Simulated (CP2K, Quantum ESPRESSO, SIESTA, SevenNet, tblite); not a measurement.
# Bulk modulus two ways: random rock-salt (Ti, Nb, Ta, Hf)C solid solution (64 atoms), SIESTA DZP, PBE

The cell holds 64 atoms (11 Nb, 32 C, 3 Ti, 9 Hf and 9 Ta). Recipe: rock-salt lattice (a = 4.495 Å, the mean of the end members), 2 x 2 x 2 cells, metal sites filled at random with 3 Ti, 11 Nb, 9 Ta, 9 Hf; every coordinate displaced by a Gaussian of 0.05 Å. Then the atoms were relaxed with SevenNet 0 in the fixed cell.

Calculated with SIESTA 5.4.2: PBE; DZP orbitals, shift 0.01 Ry, mesh 500 Ry; k-points Γ. The cell is scaled evenly by ±3 % in volume, with fractional positions held.

```
volume (Å³/atom)  energy less the middle row's (meV/atom)  pressure (GPa)
          11.012                                   19.974          14.604
          11.353                                    0.000           4.582
          11.693                                   -0.351          -4.023
```

Task: Find the bulk modulus at the middle volume from the pressures and from the energies, and check the printed pressure against the slope of the energy (1 meV/Å³ = 0.16022 GPa).

**Working.**

The step is h = 0.3406 Å³. From pressures: B = −V dP/dV = 11.353 × (14.604 − (-4.023)) / (2 × 0.3406) = 310 GPa.

From energies: B = V d²E/dV² = 11.353 × (19.974 + (-0.351)) / 0.3406² = 1921 meV/Å³ = 308 GPa.

Slope: P = −dE/dV = −(-0.351 − (19.974)) / (2 × 0.3406) = 29.8 meV/Å³ = 4.78 GPa, against 4.58 GPa printed.

The two moduli agree within 1 %.

A central difference over ±3 % overstates P by about B(1 + B′)(0.03)²/6, some 0.23 GPa for B′ = 4.

Limits: three points, a static cell at zero temperature, the cell shape held; the modulus is that at 4.6 GPa, not at zero pressure.

[Logs are printed without paths, hosts, clocks, repeated set-up lines and the standing remarks that a program may print on its own settings, such as how far it seeks lower states.]

[Hosts, paths, dates, database ids (printed as entryN), source tags and the programs' standing remarks are cut or masked in the printed files.]
